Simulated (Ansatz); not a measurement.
# BaPbO3 (model cell, started as cubic perovskite with Pb in the octahedra): following an unstable mode, part 3 of 3

Aim: this structure of BaPbO3 (model cell, started as cubic perovskite with Pb in the octahedra) is to be tested for unstable modes, and one is followed downhill.

Ansatz 0.2.0; DFT PBEsol, scalar-relativistic, plane waves, PAW; PAW set soft_1.

So far. Step 5 (Energy along the mode, all amplitudes (two of the runs …): The lowest of the steps tried is at 0.45 Å, 25.1 meV/atom below the parent; the bottom of the well need not coincide with a step. Step 7 (The new phase in its own primitive cell): The largest force component left is 0.15 meV/Å and the pressure is 0.000 GPa, within the tolerances set. The cell now holds 15.62 Å³/atom. The relaxed cell has a = 5.988, c = 8.713 Å (conventional setting).

The structure was built from a prototype and need not be the compound's stable phase.

**8. Modes of the new phase**

A relaxed structure may still be a saddle point, so its zone-centre modes are computed. No field response is asked, since the mesh shows no gap.

The input, input.yaml:

```yaml
crystal:
  lattice:
    - [-2.9937939271, 2.9937939271, 4.3563145382]
    - [2.9937939271, -2.9937939271, 4.3563145382]
    - [2.9937939271, 2.9937939271, -4.3563145382]
  atoms:
    - { symbol: Ba, position: [0.75, 0.25, 0.5] }
    - { symbol: Ba, position: [0.25, 0.75, 0.5] }
    - { symbol: Pb, position: [0.0, 0.0, 0.0] }
    - { symbol: Pb, position: [0.5, 0.5, 0.0] }
    - { symbol: O, position: [0.3051591315, 0.8051591315, 0.110318263] }
    - { symbol: O, position: [0.6948408685, 0.1948408685, 0.889681737] }
    - { symbol: O, position: [0.25, 0.25, 0.0] }
    - { symbol: O, position: [0.75, 0.75, 0.0] }
    - { symbol: O, position: [0.1948408685, 0.3051591315, 0.5] }
    - { symbol: O, position: [0.8051591315, 0.6948408685, 0.5] }
kpoints:
  mp_grid: { grid: [8, 8, 8] }
hamiltonian:
  xc: pbesol
  pseudopotentials: { kind: paw, azcp: { folder: soft_1 }, xc_functional: pbe }
scf:
  occupations: { method: methfessel_paxton, width: 0.2 }
output:
  eigenvalues: true
phonons:
  method: dfpt
```

Started as:

```
$ ansatz run input.yaml --threads 4 --pin off --max-ram 16384MiB --backend cpu --events-out ev --progress --plain --runs-dir out
```

Numbers of over 12 decimals in the logs are rounded to 6 here.

The program printed:

```text
[...]
Crystal: 10 atoms, lattice volume = 156.179 Å³
Basis set: ecut = 420 eV, 3055 PW (Γ), exchange–correlation on 96×96×96 points (8 copies of the dense FFT grid, shifted against one another)
Bands: 52, of which v1, the nominal top of the filled ones, is band 42 counted from 1 (41 counted from 0)
Symmetry: 16 space group operations
k-points: 260 of 512 (irreducible under 1 space group operation, time reversal used)
[...]
SCF iter   1: F=—  HF=-38610.731082 eV  |F-HF|=—  |Δ(HF+E_count)|=         —  Δρ=5.93e-2  dr2=8.63e0  ethr=3.10e-3  ⟨swp⟩=13.9  Hψ=82616  notcnv=0
[...]
SCF iter  12: F=-38607.285674 eV  HF=-38607.285674 eV  |F-HF|=7.28e-12  |Δ(HF+E_count)|=    0.00e0  S|Δr|=    0.00e0  Δρ=6.24e-8  dr2=6.05e-12  ethr=1.00e-12  ⟨swp⟩=21.0  Hψ=114138  notcnv=0
SCF 1 converged in 12 iterations: F = -38607.285674 eV  dr2 = 6.05e-12
[...]
DFPT response loops at Γ: preconditioner auto → Kerker (q_TF=auto, 2.460 Å⁻¹) (partly filled bands, converged f_vac=0.000); β = 1.00, the filter's whole step (`scf.mixing.beta` (0.50) is not read by the response loops under this deck's `scf.mixing.preconditioner`; to damp them name `kerker` or `kerker_dos`, under which they read `scf.mixing.beta`, and type it under 1.00, their step now; both keys bind the ground state too); Broyden in place of MSR1
SCF converged after 12 iterations
[...]
Free energy (F): -38607.285674 eV
[...]
Internal energy: -38607.314958 eV  (E = F + TS)
E sigma→0 (E₀):  -38607.292995 eV
Entropy (-TS):   0.029284 eV (2.928 meV/atom)
Fermi energy:    9.001643 eV
[...]
--- Band table (eV; the first three rows and the last of 260) ---
  k-point 0: bands = [... 38 lower, 8.8136, 8.8545, 8.8545, 9.0025, 9.0873, 13.8246, 13.9600, 14.0954, ... 6 higher]
  k-point 1: bands = [... 38 lower, 8.6317, 8.7101, 8.8796, 8.9616, 9.3871, 14.0403, 14.1016, 14.2206, ... 6 higher]
  k-point 2: bands = [... 38 lower, 8.4356, 8.5107, 8.9093, 8.9504, 10.1472, 13.9904, 14.5545, 14.8446, ... 6 higher]
  k-point 259: bands = [... 38 lower, 8.4692, 8.4692, 8.8272, 9.0063, 12.2321, 13.6408, 15.0068, 15.0250, ... 6 higher]
--- Phonons (Γ-DFPT): 8 representative perturbations + reference, on 260 of 512 k-points (Σ response iterations 30) ---
  k mesh reduced under 1 symmetry operation, with k and −k counted as one. Each operation leaves every solved perturbation unchanged. A smaller set is not used because it would not reduce the number of displacements times k-points to solve
  ASR residual: 5.352e-5 → 0.000e0 eV/Å²; symmetrization residual: 3.499e-5 eV/Å²
  ASR residual per site (eV/Å²): 1.89e-5 1.89e-5 1.28e-5 1.28e-5 2.89e-6 2.89e-6 5.35e-5 5.35e-5 2.89e-6 2.89e-6
  Γ frequencies (cm⁻¹): -62.45 -62.45 0.00 0.00 0.00 92.02 92.02 108.69 108.69 110.70 117.20 134.85 134.85 160.37 160.37 182.99 185.68 209.89 221.47 223.12 223.12 264.71 264.71 303.32 322.58 351.77 509.03 516.69 516.69 599.59
  non-analytic LO–TO correction: not included (Born effective charges unavailable; polar crystals: no LO–TO splitting at Γ)
```

Run time: 13 min. Hardware: 4 threads of Arm Neoverse V1, shared host; peak memory 6.6 GiB.

This step gave:

| Property | Result |
| --- | --- |
| sum-rule residual before enforcement | 5.35e-5 eV/Å² |
| point group | 4/mmm |
| highest optical mode at the zone centre (no LO-TO term) | 599.6 cm⁻¹ |
| lowest optical zone-centre mode | -62.45 cm⁻¹ |

Patterns of degenerate modes are one choice out of their space. The modes at Γ (shares of kinetic energy by element, %) (negative means imaginary):

| mode | frequency (cm⁻¹) | symmetry | Ba % | Pb % | O % |
| --- | --- | --- | --- | --- | --- |
| 1 | -62.5 | Eg | 14 | 0 | 86 |
| 2 | -62.5 | Eg | 14 | 0 | 86 |
| 3 | 0.0 | acoustic | 35 | 53 | 12 |
| 4 | 0.0 | acoustic | 35 | 53 | 12 |
| 5 | 0.0 | acoustic | 35 | 53 | 12 |
| 6 | 92.0 | Eu | 56 | 19 | 25 |
| 7 | 92.0 | Eu | 56 | 19 | 25 |
| 8 | 108.7 | Eg | 85 | 0 | 15 |
| 9 | 108.7 | Eg | 85 | 0 | 15 |
| 10 | 110.7 | B2g | 100 | 0 | 0 |
| 11 | 117.2 | A2u | 62 | 36 | 1 |
| 12 | 134.8 | Eu | 8 | 19 | 73 |
| 13 | 134.8 | Eu | 8 | 19 | 73 |
| 14 | 160.4 | Eu | 1 | 75 | 24 |
| 15 | 160.4 | Eu | 1 | 75 | 24 |
| 16 | 183.0 | A1u | 0 | 100 | 0 |
| 17 | 185.7 | A2u | 3 | 7 | 90 |
| 18 | 209.9 | A1g | 0 | 0 | 100 |
| 19 | 221.5 | B1u | 0 | 0 | 100 |
| 20 | 223.1 | Eu | 0 | 29 | 70 |
| 21 | 223.1 | Eu | 0 | 29 | 70 |
| 22 | 264.7 | Eg | 1 | 0 | 99 |
| 23 | 264.7 | Eg | 1 | 0 | 99 |
| 24 | 303.3 | B2g | 0 | 0 | 100 |
| 25 | 322.6 | A2g | 0 | 0 | 100 |
| 26 | 351.8 | B1g | 0 | 0 | 100 |
| 27 | 509.0 | A2u | 0 | 3 | 97 |
| 28 | 516.7 | Eu | 0 | 4 | 96 |
| 29 | 516.7 | Eu | 0 | 4 | 96 |
| 30 | 599.6 | A2g | 0 | 0 | 100 |

Displacements in mode 2 (-62.5 cm⁻¹), the largest set to 1:
```
Ba1 -0.03  0.17  0.00
Ba2  0.03 -0.17  0.00
Pb3  0.00  0.00  0.00
Pb4  0.00  0.00  0.00
O5   0.00  0.00  0.38
O6   0.00  0.00 -0.38
O7  -0.20 -1.00  0.00
O8   0.20  1.00  0.00
O9   0.00  0.00  0.58
O10  0.00  0.00 -0.58
```

Displacements in mode 8 (108.7 cm⁻¹), the largest set to 1:
```
Ba1  0.22 -1.00  0.00
Ba2 -0.22  1.00  0.00
Pb3  0.00  0.00  0.00
Pb4  0.00  0.00  0.00
O5   0.00  0.00  0.50
O6   0.00  0.00 -0.50
O7  -0.18 -0.82  0.00
O8   0.18  0.82  0.00
O9   0.00  0.00  0.78
O10  0.00  0.00 -0.78
```

Before it was imposed, the acoustic sum rule was missed by 5.4e-5 eV/Å². Small misses are needed for a sound result but don't prove that mesh and cutoff are converged. The lowest optical mode is imaginary, 62.5i cm⁻¹, so the energy falls along it.

**9. Outcome**

```yaml
unstable_mode_of_the_parent: q = (-0.5, -0.5, -0.5), 163i cm⁻¹
depth_at_the_lowest_point_sampled: 25.1 meV/atom
largest_atomic_shift_at_that_point: 0.45 Å
space_group_reached_within_0p01_a: I4/mcm
energy_gained_over_the_parent_first_relaxation_on_the_mesh_of_the_frozen_mode: 28.9 meV/atom
volume_per_atom_phase_reached: 15.6 Å³
lowest_optical_zone_centre_mode_phase_reached: -62.5 cm⁻¹
highest_optical_mode_at_the_zone_centre_no_lo_to_term_phase_reached: 600 cm⁻¹
```

In words: Along this mode the structure falls into I4/mcm, 28.9 meV/atom below the parent. At the parent's cell the well is 25.07 meV/atom deep on the steps tried, with its lowest point at a shift of 0.45 Å. Relaxing atoms and cell changes the gain by +3.79 meV/atom against the lowest step (energies at zero smearing). The new phase still has an imaginary mode at the zone centre of its cell, so it is a saddle point on the way to a lower structure. Of the 4 patterns followed to their end from this parent, this one ends 2.77 meV/atom above the lowest, Imma. Each path keeps the symmetry of its pattern, so a lower phase may lie along a pattern not tried. With no gap, or one that is small against the smearing, the frequencies hang on the k mesh and the smearing, most of all near Kohn anomalies. A semilocal functional can close a gap that the real compound would have, so the metallic treatment may be an artefact of the level. Spin-orbit coupling is left out, which can matter for the heavy elements here. The PAW files were made for PBE and serve the other functionals too. The starting cell was built on a prototype and not taken from a measurement, so the phase need not exist.

[Logs are printed without paths, hosts, clocks, repeated set-up lines and the standing remarks that a program may print on its own settings, such as how far it seeks lower states.]

[Hosts, paths, dates, database ids (printed as entryN), source tags and the programs' standing remarks are cut or masked in the printed files.]
